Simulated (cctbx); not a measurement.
**What resolution and counting buy: TmAlNiSn3**

Space group Cmmm (no. 65), a = 4.2930 Å, b = 27.5560 Å, c = 4.5090 Å, α = 90.00°, β = 90.00°, γ = 90.00°.

```
atom  mult.    x       y    z  Ueq (Å²)
 Tm1      4    0  0.8048  1/2    0.0037
 Sn1      4    0  0.8901    0    0.0052
 Sn2      4    0  0.7116    0    0.0044
 Sn3      4    0  0.6084  1/2    0.0047
 Ni1      4    0  0.5505    0    0.0056
 Al1      2  1/2       0  1/2    0.0064
 Al2      2    0       0    0    0.0085
```

This is a model crystal, built by substitution and not relaxed, with assumed displacement parameters.

Five simulated data sets (cctbx; Ag Kα, λ = 0.56087 Å; 1.5 % proportional error) differ in resolution or exposure (noise floor 4 counts in the first three, 8 in the last two). Each is refined with the right model, isotropic at 1.1 Å and anisotropic otherwise. How do the figures of merit and the uncertainties move?

| d min (Å) | top counts | ⟨I/σ⟩ (unmerged, absences included) | unique | param. (scale apart) | Rint | R1 | GooF | largest s.u. xyz (fractional) | s.u. U of Al1 (Å²) | largest error (Å) |
| --- | --- | --- | --- | --- | --- | --- | --- | --- | --- | --- |
| 1.1 | 40000 | 14.2 | 146 | 12 | 0.017 | 0.0062 | 0.92 | 0.00003 | 0.0007 | 0.0003 |
| 0.84 | 40000 | 13.2 | 313 | 26 | 0.016 | 0.0071 | 1.03 | 0.00002 | 0.0009 | 0.0006 |
| 0.6 | 40000 | 11.2 | 804 | 26 | 0.021 | 0.0077 | 0.94 | 0.00001 | 0.0004 | 0.0003 |
| 0.75 | 300 | 0.6 | 426 | 26 | 0.389 | 0.0824 | 0.94 | 0.00040 | 0.0225 | 0.0096 |
| 0.75 | 3000 | 3.4 | 426 | 26 | 0.070 | 0.0250 | 0.94 | 0.00007 | 0.0034 | 0.0011 |

The number of reflections grows roughly as 1/d³: 146, 313 and 804 here. R1 follows the noise rather than the truth: at 300 counts it is 0.0824, at 3000 counts 0.0250, while GooF is 0.94 and 0.94: the weights 1/σ² carry the noise. The s.u. of U (U11 where anisotropic) for Al1 goes 0.0007, 0.0009, 0.0004 Å² with resolution and 0.0225, 0.0034 Å² with exposure.

Hardware for the 0.6 Å refinement: 0.53 s on 1 thread of Arm Neoverse N1, with other jobs on the host, peak memory 0.09 GiB.

[Logs are printed without paths, hosts, clocks, repeated set-up lines and the standing remarks that a program may print on its own settings, such as how far it seeks lower states.]
